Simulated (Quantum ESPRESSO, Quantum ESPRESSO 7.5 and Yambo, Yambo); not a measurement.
# A GW chain in Yambo: PtSe2 (1T monolayer)

Aim: the G0W0 gap of PtSe2 (1T monolayer) on PBE, step by step.

Calculated with Quantum ESPRESSO 7.5 and Yambo 5.3.0; PBE and many-body steps on it, plane waves.

**The experiments to reproduce.**

- Gap 1.9 ± 0.05 eV: quasiparticle gap from STS, domains aligned with graphene; scanning tunneling spectroscopy; 8.5 K; monolayer (MBE-grown monolayer on epitaxial bilayer graphene, twist angle near 0 deg) on bilayer graphene on SiC(0001) (“Angular dependence of the interlayer coupling at the interface between two dimensional materials 1T-PtSe2 and graphene”, 2023, arxiv:2311.08165).

- Gap 2 ± 0.1 eV: quasiparticle gap of the first layer from STS; scanning tunnelling spectroscopy; 77 K; monolayer (MBE-grown first layer on HOPG) on HOPG (“Precise Layer-Dependent Electronic Structure of MBE-Grown PtSe2”, 2021, arxiv:2105.03334).

- Gap 1.95 ± 0.05 eV: quasiparticle gap of 1 ML from STS, average over islands; scanning tunnelling spectroscopy; monolayer (MBE-grown monolayer islands on bilayer graphene) on bilayer graphene on SiC(0001) (“Atomic-layer controlled THz Spintronic emission from Epitaxially grown Two dimensional PtSe2/ferromagnet heterostructures”, 2023, arxiv:2305.06895).

**1. The structure**

The cell holds 3 atoms: 1 Pt and 2 Se. Its edges and angles: a = 3.751 Å, b = 3.751 Å, c = 15.000 Å, α = 90.0°, β = 90.0°, γ = 120.0°. Vacuum lies along c.

Coordinates:

```cif
data_structure
_symmetry_space_group_name_H-M 'P 1'
_symmetry_Int_Tables_number 1
_cell_length_a 3.7512
_cell_length_b 3.7512
_cell_length_c 15.0000
_cell_angle_alpha 90.000
_cell_angle_beta 90.000
_cell_angle_gamma 120.000
_cell_volume 182.80
loop_
_atom_site_label
_atom_site_type_symbol
_atom_site_fract_x
_atom_site_fract_y
_atom_site_fract_z
_atom_site_occupancy
Pt1 Pt 0.00000 0.00000 0.50000 1
Se2 Se 0.33333 0.66667 0.58698 1
Se3 Se 0.66667 0.33333 0.41302 1
```

The structure was relaxed with PBE. The runs that relaxed it are not among those shown. Spin-orbit coupling is left out unless a step names it.

**2. Ground state**

This step: Quantum ESPRESSO 7.5; DFT, PBE, plane waves, norm-conserving pseudopotentials.

The ground-state density comes first.

The input, pw.in:

```
&control
  calculation = 'scf'
  prefix = 'x'
  outdir = 'o'
  pseudo_dir = 'pseudo'
/
&system
  ibrav = 0
  nat = 3
  ntyp = 2
  ecutwfc = 104.0
  nbnd = 38
  force_symmorphic = .true.
/
&electrons
  conv_thr = 1e-10
  electron_maxstep = 80
  mixing_beta = 0.5
/
ATOMIC_SPECIES
  Pt 195.08 Pt.upf
  Se 78.971 Se.upf
CELL_PARAMETERS angstrom
  3.7512086967 -0.0000000002 0.0000000000
  -1.8756043482 3.2486420263 0.0000000000
  0.0000000000 0.0000000000 15.0000000000
ATOMIC_POSITIONS crystal
  Pt 0.0000000000 0.0000000000 0.5000000000
  Se 0.3333333333 0.6666666667 0.5869754134
  Se 0.6666666667 0.3333333333 0.4130245866
K_POINTS automatic
  9 9 1 0 0 0
```

The run is started by

```console
> OMP_NUM_THREADS=1 mpirun -n 8 pw.x -nk 8 -in pw.in > pw.out
```

Log:

```text
Program PWSCF v.7.5 starts

     This program is part of the open-source Quantum ESPRESSO suite
     for quantum simulation of materials; please cite
         "P. Giannozzi et al., J. Phys.:Condens. Matter 21 395502 (2009);
         "P. Giannozzi et al., J. Phys.:Condens. Matter 29 465901 (2017);
         "P. Giannozzi et al., J. Chem. Phys. 152 154105 (2020);
     in publications or presentations arising from this work. More details at
     Message from routine setup:
     using ibrav=0 with symmetry is DISCOURAGED, use correct ibrav instead

     G-vector sticks info

     bravais-lattice index     =            0
     lattice parameter (alat)  =       7.0888  a.u.
     unit-cell volume          =    1233.5619 (a.u.)^3
     number of atoms/cell      =            3
     number of atomic types    =            2
     number of electrons       =        66.00
     number of Kohn-Sham states=           38
     kinetic-energy cutoff     =     104.0000  Ry
     charge density cutoff     =     416.0000  Ry
     scf convergence threshold =      1.0E-10
     mixing beta               =       0.5000
     number of iterations used =            8  plain     mixing
     Exchange-correlation= PBE
                           (   1   4   3   4   0   0   0)

     celldm(1)=   7.088757  celldm(2)=   0.000000  celldm(3)=   0.000000
     celldm(4)=   0.000000  celldm(5)=   0.000000  celldm(6)=   0.000000

     crystal axes: (cart. coord. in units of alat)
               a(1) = (   1.000000  -0.000000   0.000000 )
               a(2) = (  -0.500000   0.866025   0.000000 )
               a(3) = (   0.000000   0.000000   3.998711 )

     reciprocal axes: (cart. coord. in units 2 pi/alat)
               b(1) = (  1.000000  0.577350 -0.000000 )
               b(2) = (  0.000000  1.154701 -0.000000 )
               b(3) = ( -0.000000 -0.000000  0.250081 )
     Pseudo is Norm-conserving + core correction, Zval = 18.0
     Generated using ONCVPSP code by D. R. Hamann
     Using radial grid of 1374 points,  8 beta functions with:
     Pseudo is Norm-conserving + core correction, Zval = 24.0
     Generated using ONCVPSP code by D. R. Hamann
     Using radial grid of 1214 points,  6 beta functions with:
     Pt               18.00   195.08000     Pt( 1.00)
     Se               24.00    78.97100     Se( 1.00)

     12 Sym. Ops., with inversion, found

   Cartesian axes

     site n.     atom                  positions (alat units)
         1        Pt     tau(   1) = (   0.0000000   0.0000000   1.9993556  )
         2        Se     tau(   2) = (  -0.0000000   0.5773503   2.3471451  )
         3        Se     tau(   3) = (   0.5000000   0.2886751   1.6515660  )

     number of k points=    12
                       cart. coord. in units 2pi/alat
        k(    1) = (   0.0000000   0.0000000   0.0000000), wk =   0.0246914
        k(    2) = (   0.0000000   0.1283001   0.0000000), wk =   0.1481481
        k(    3) = (   0.0000000   0.2566001   0.0000000), wk =   0.1481481
        k(    4) = (   0.0000000   0.3849002   0.0000000), wk =   0.1481481
        k(    5) = (   0.0000000   0.5132002   0.0000000), wk =   0.1481481
        k(    6) = (   0.1111111   0.1924501   0.0000000), wk =   0.1481481
        k(    7) = (   0.1111111   0.3207501   0.0000000), wk =   0.2962963
        k(    8) = (   0.1111111   0.4490502   0.0000000), wk =   0.2962963
        k(    9) = (   0.1111111   0.5773503   0.0000000), wk =   0.1481481
        k(   10) = (   0.2222222   0.3849002   0.0000000), wk =   0.1481481
        k(   11) = (   0.2222222   0.5132002   0.0000000), wk =   0.2962963
        k(   12) = (   0.3333333   0.5773503   0.0000000), wk =   0.0493827

     Dense  grid:   176333 G-vectors     FFT dimensions: (  48,  48, 192)

     Initial potential from superposition of free atoms

     starting charge      65.9997, renormalised to      66.0000
     Starting wfcs are   36 randomized atomic wfcs +    2 random wfcs

     per-process dynamical memory:   138.3 Mb

     Self-consistent Calculation

     iteration #  1     ecut=   104.00 Ry     beta= 0.50

     Threshold (ethr) on eigenvalues was too large:
     Diagonalizing with lowered threshold

     total energy              =   -1614.18126236 Ry
     estimated scf accuracy    <       0.31979306 Ry

     iteration #  2     ecut=   104.00 Ry     beta= 0.50

     total energy              =   -1614.23518449 Ry
     estimated scf accuracy    <       0.57636706 Ry

     iteration #  3     ecut=   104.00 Ry     beta= 0.50

     total energy              =   -1614.32208853 Ry
     estimated scf accuracy    <       0.00487890 Ry

     iteration #  4     ecut=   104.00 Ry     beta= 0.50

     total energy              =   -1614.32234869 Ry
     estimated scf accuracy    <       0.00096399 Ry

     iteration #  5     ecut=   104.00 Ry     beta= 0.50

     total energy              =   -1614.32241081 Ry
     estimated scf accuracy    <       0.00001716 Ry

     iteration #  6     ecut=   104.00 Ry     beta= 0.50

     total energy              =   -1614.32241553 Ry
     estimated scf accuracy    <       0.00000352 Ry

     iteration #  7     ecut=   104.00 Ry     beta= 0.50

     total energy              =   -1614.32241647 Ry
     estimated scf accuracy    <       0.00000059 Ry

     iteration #  8     ecut=   104.00 Ry     beta= 0.50

     total energy              =   -1614.32241650 Ry
     estimated scf accuracy    <       0.00000007 Ry

     iteration #  9     ecut=   104.00 Ry     beta= 0.50

     total energy              =   -1614.32241651 Ry
     estimated scf accuracy    <          8.0E-09 Ry

     iteration # 10     ecut=   104.00 Ry     beta= 0.50

     End of self-consistent calculation

          k = 0.0000 0.0000 0.0000 ( 22125 PWs)   bands (ev):

  -207.1274-207.1274-146.6148-146.6148-146.6147-146.6147-146.5687-146.5687
   -97.9356 -52.0852 -52.0852 -52.0081 -46.7891 -46.7891 -46.7876 -46.7876
   -46.7472 -46.7472 -46.7444 -46.7444 -46.7317 -46.7314 -13.3340 -11.5590
    -4.4340  -4.4340  -4.3839  -2.1851  -2.1851  -0.6046   0.0281   0.5605
     0.5605   3.5221   3.5221   4.9117   5.8464   6.0551

          k = 0.0000 0.1283 0.0000 ( 22166 PWs)   bands (ev):

  -207.1274-207.1274-146.6148-146.6148-146.6147-146.6147-146.5687-146.5687
   -97.9356 -52.0862 -52.0855 -52.0080 -46.7890 -46.7890 -46.7878 -46.7876
   -46.7471 -46.7469 -46.7447 -46.7445 -46.7317 -46.7314 -13.2064 -11.5704
    -4.4475  -4.3560  -4.2586  -2.3783  -2.2767  -1.0207   0.2421   0.5027
     0.5544   2.7643   3.3448   5.2673   6.0610   6.4050

          k = 0.0000 0.2566 0.0000 ( 22134 PWs)   bands (ev):

  -207.1274-207.1274-146.6148-146.6148-146.6148-146.6147-146.5687-146.5687
   -97.9356 -52.0887 -52.0862 -52.0078 -46.7888 -46.7886 -46.7882 -46.7876
   -46.7467 -46.7464 -46.7454 -46.7447 -46.7315 -46.7313 -12.8541 -11.6031
    -4.4360  -4.1701  -3.9578  -3.0475  -2.4074  -1.5162   0.1907   0.3294
     0.4558   1.9566   3.1398   5.9230   6.2947   6.6704

          k = 0.0000 0.3849 0.0000 ( 22140 PWs)   bands (ev):

     [... further k-points ...]

     highest occupied, lowest unoccupied level (ev):     0.5605    1.9566

!    total energy              =   -1614.32241652 Ry
     estimated scf accuracy    <          3.4E-11 Ry

     The total energy is the sum of the following terms:
     one-electron contribution =   -4371.14620461 Ry
     hartree contribution      =    2118.60442518 Ry
     xc contribution           =    -162.83942839 Ry
     ewald contribution        =     801.05879131 Ry

     convergence has been achieved in  10 iterations

     XML data file, charge density, pseudopotentials, collected wavefunctions

=------------------------------------------------------------------------------=
   JOB DONE.
=------------------------------------------------------------------------------=
```

It took 27 s on 8 MPI ranks of Arm Neoverse V2, shared host; peak memory 1.6 GiB.

This step gave:

| Item | Value |
| --- | --- |
| total energy | -21963.9754 eV |
| gap | 1.396 eV |
| k of the valence top | 0, 0, 0 |
| k of the conduction bottom | 0, 0.2222, 0 |
| least direct gap | 1.501 eV |

The gap is indirect, with the least direct gap 0.10 eV higher.

**3. Bands along the symmetry lines**

The cheap functional maps the bands first; the places of the edges decide which points the dearer methods must see.

The input, pw.in:

```
&control
  calculation = 'bands'
  prefix = 'x'
  outdir = 'o'
  pseudo_dir = 'pseudo'
/
&system
  ibrav = 0
  nat = 3
  ntyp = 2
  ecutwfc = 104.0
  nbnd = 39
  force_symmorphic = .true.
/
&electrons
  conv_thr = 1e-9
  electron_maxstep = 80
  diago_full_acc = .true.
  diago_thr_init = 5e-6
/
ATOMIC_SPECIES
  Pt 195.08 Pt.upf
  Se 78.971 Se.upf
CELL_PARAMETERS angstrom
  3.7512086967 -0.0000000002 0.0000000000
  -1.8756043482 3.2486420263 0.0000000000
  0.0000000000 0.0000000000 15.0000000000
ATOMIC_POSITIONS crystal
  Pt 0.0000000000 0.0000000000 0.5000000000
  Se 0.3333333333 0.6666666667 0.5869754134
  Se 0.6666666667 0.3333333333 0.4130245866
K_POINTS crystal
  25
  0.00000000 0.00000000 0.00000000 1
  0.06250000 0.00000000 0.00000000 1
  0.12500000 0.00000000 0.00000000 1
  0.18750000 0.00000000 0.00000000 1
  0.25000000 0.00000000 0.00000000 1
  0.31250000 0.00000000 0.00000000 1
  0.37500000 0.00000000 0.00000000 1
  0.43750000 0.00000000 0.00000000 1
  0.50000000 0.00000000 0.00000000 1
  0.47916667 0.04166667 0.00000000 1
  0.45833333 0.08333333 0.00000000 1
  0.43750000 0.12500000 0.00000000 1
  0.41666666 0.16666666 0.00000000 1
  0.39583333 0.20833333 0.00000000 1
  0.37500000 0.25000000 0.00000000 1
  0.35416666 0.29166666 0.00000000 1
  0.33333333 0.33333333 0.00000000 1
  0.29166666 0.29166666 0.00000000 1
  0.25000000 0.25000000 0.00000000 1
  0.20833333 0.20833333 0.00000000 1
  0.16666666 0.16666666 0.00000000 1
  0.12500000 0.12500000 0.00000000 1
  0.08333333 0.08333333 0.00000000 1
  0.04166667 0.04166667 0.00000000 1
  0.00000000 0.00000000 0.00000000 1
```

Log:

```text
[banner, memory and clock lines left out]
Program PWSCF v.7.5 starts

     Atomic positions and unit cell read from directory:
     o/x.save/

     Message from routine setup:
     using ibrav=0 with symmetry is DISCOURAGED, use correct ibrav instead

     G-vector sticks info

     bravais-lattice index     =            0
     lattice parameter (alat)  =       7.0888  a.u.
     unit-cell volume          =    1233.5619 (a.u.)^3
     number of atoms/cell      =            3
     number of atomic types    =            2
     number of electrons       =        66.00
     number of Kohn-Sham states=           39
     kinetic-energy cutoff     =     104.0000  Ry
     charge density cutoff     =     416.0000  Ry
     Exchange-correlation= PBE
                           (   1   4   3   4   0   0   0)

     celldm(1)=   7.088757  celldm(2)=   0.000000  celldm(3)=   0.000000
     celldm(4)=   0.000000  celldm(5)=   0.000000  celldm(6)=   0.000000

     crystal axes: (cart. coord. in units of alat)
               a(1) = (   1.000000  -0.000000   0.000000 )
               a(2) = (  -0.500000   0.866025   0.000000 )
               a(3) = (   0.000000   0.000000   3.998711 )

     reciprocal axes: (cart. coord. in units 2 pi/alat)
               b(1) = (  1.000000  0.577350 -0.000000 )
               b(2) = (  0.000000  1.154701 -0.000000 )
               b(3) = ( -0.000000 -0.000000  0.250081 )
     Pseudo is Norm-conserving + core correction, Zval = 18.0
     Generated using ONCVPSP code by D. R. Hamann
     Using radial grid of 1374 points,  8 beta functions with:
     Pseudo is Norm-conserving + core correction, Zval = 24.0
     Generated using ONCVPSP code by D. R. Hamann
     Using radial grid of 1214 points,  6 beta functions with:
     Pt               18.00   195.08000     Pt( 1.00)
     Se               24.00    78.97100     Se( 1.00)

     12 Sym. Ops., with inversion, found

   Cartesian axes

     site n.     atom                  positions (alat units)
         1        Pt     tau(   1) = (   0.0000000   0.0000000   1.9993556  )
         2        Se     tau(   2) = (  -0.0000000   0.5773503   2.3471451  )
         3        Se     tau(   3) = (   0.5000000   0.2886751   1.6515660  )

     number of k points=    25
                       cart. coord. in units 2pi/alat
        k(    1) = (   0.0000000   0.0000000   0.0000000), wk =   0.0800000
        k(    2) = (   0.0625000   0.0360844   0.0000000), wk =   0.0800000
        k(    3) = (   0.1250000   0.0721688   0.0000000), wk =   0.0800000
[...]
[... 13 further rows ...]
        k(   24) = (   0.0416667   0.0721688   0.0000000), wk =   0.0800000
        k(   25) = (   0.0000000   0.0000000   0.0000000), wk =   0.0800000

     Dense  grid:   176333 G-vectors     FFT dimensions: (  48,  48, 192)

     The potential is recalculated from file :
     o/x.save/charge-density

     Starting wfcs are   36 randomized atomic wfcs +    3 random wfcs

     Band Structure Calculation

     End of band structure calculation

          k = 0.0000 0.0000 0.0000 ( 22125 PWs)   bands (ev):

  -207.1274-207.1274-146.6148-146.6148-146.6148-146.6148-146.5688-146.5688
   -97.9356 -52.0851 -52.0851 -52.0080 -46.7891 -46.7891 -46.7876 -46.7876
   -46.7472 -46.7472 -46.7445 -46.7445 -46.7318 -46.7314 -13.3340 -11.5590
    -4.4339  -4.4339  -4.3839  -2.1850  -2.1850  -0.6046   0.0281   0.5605
     0.5605   3.5221   3.5221   4.9117   5.8462   6.0551   6.2039

          k = 0.0625 0.0361 0.0000 ( 22144 PWs)   bands (ev):

  -207.1274-207.1274-146.6148-146.6148-146.6148-146.6148-146.5688-146.5688
[...]
0.5638   3.2298   3.4571   5.0396   5.9320   6.1684   6.4605

          k = 0.1250 0.0722 0.0000 ( 22166 PWs)   bands (ev):

  -207.1274-207.1274-146.6148-146.6148-146.6148-146.6148-146.5688-146.5688
[...]
0.5453   2.6226   3.3100   5.3428   6.1055   6.4906   6.9189

[...]
k = 0.0417 0.0722 0.0000 ( 22163 PWs)   bands (ev):

  -207.1274-207.1274-146.6148-146.6148-146.6148-146.6148-146.5688-146.5688
[...]
0.5641   3.1560   3.4257   5.0791   5.9544   6.2060   6.5397

          k = 0.0000 0.0000 0.0000 ( 22125 PWs)   bands (ev):

  -207.1274-207.1274-146.6148-146.6148-146.6148-146.6148-146.5688-146.5688
[...]
-46.7472 -46.7472 -46.7445 -46.7445 -46.7318 -46.7314 -13.3340 -11.5590
    -4.4339  -4.4339  -4.3839  -2.1850  -2.1850  -0.6046   0.0281   0.5605
     0.5605   3.5221   3.5221   4.9117   5.8462   6.0551   6.2039

     XML data file, pseudopotentials, collected wavefunctions
```

Elapsed: 14 s, on 8 MPI ranks; peak memory 1.5 GiB.

This step gave:

```yaml
gap: 1.408 eV
k_of_the_valence_top: 0.0417, 0.0417, 0
k_of_the_conduction_bottom: 0.25, 0, 0
least_direct_gap: 1.577 eV
```

The gap is 1.408 eV, +0.012 eV from the run before at this level.

The electronic bands at the labelled points (eV, zero at the top of the highest filled band):

```
  point  band 30  band 31  band 32  band 33  band 34  band 35  band 36  band 37
      Γ    -1.17    -0.54     0.00     0.00     2.96     2.96     4.35     5.28
halfway    -2.14    -0.55    -0.35    -0.17     1.41     2.56     5.44     5.67
      M    -2.22    -1.89    -1.80    -1.33     2.39     2.72     4.73     6.23
halfway    -2.28    -2.20    -1.15    -0.93     1.98     2.24     5.48     7.29
      K    -2.44    -2.14    -0.93    -0.93     1.83     1.83     6.11     8.15
halfway    -2.17    -0.82    -0.66     0.00     1.80     1.84     5.88     6.23
      Γ    -1.17    -0.54     0.00     0.00     2.96     2.96     4.35     5.28
```

[end of part 1 of 3]

[Paths, hosts, dates, memory and timing lines, banners, echoed tables and standing remarks are left out of the program output.]

[Logs are printed without paths, hosts, clocks, repeated set-up lines and the standing remarks that a program may print on its own settings, such as how far it seeks lower states.]

[Runs of the session that timed out or met a known fault of the program may be left out.]

[Hosts, paths, dates, database ids (printed as entryN), source tags and the programs' standing remarks are cut or masked in the printed files.]
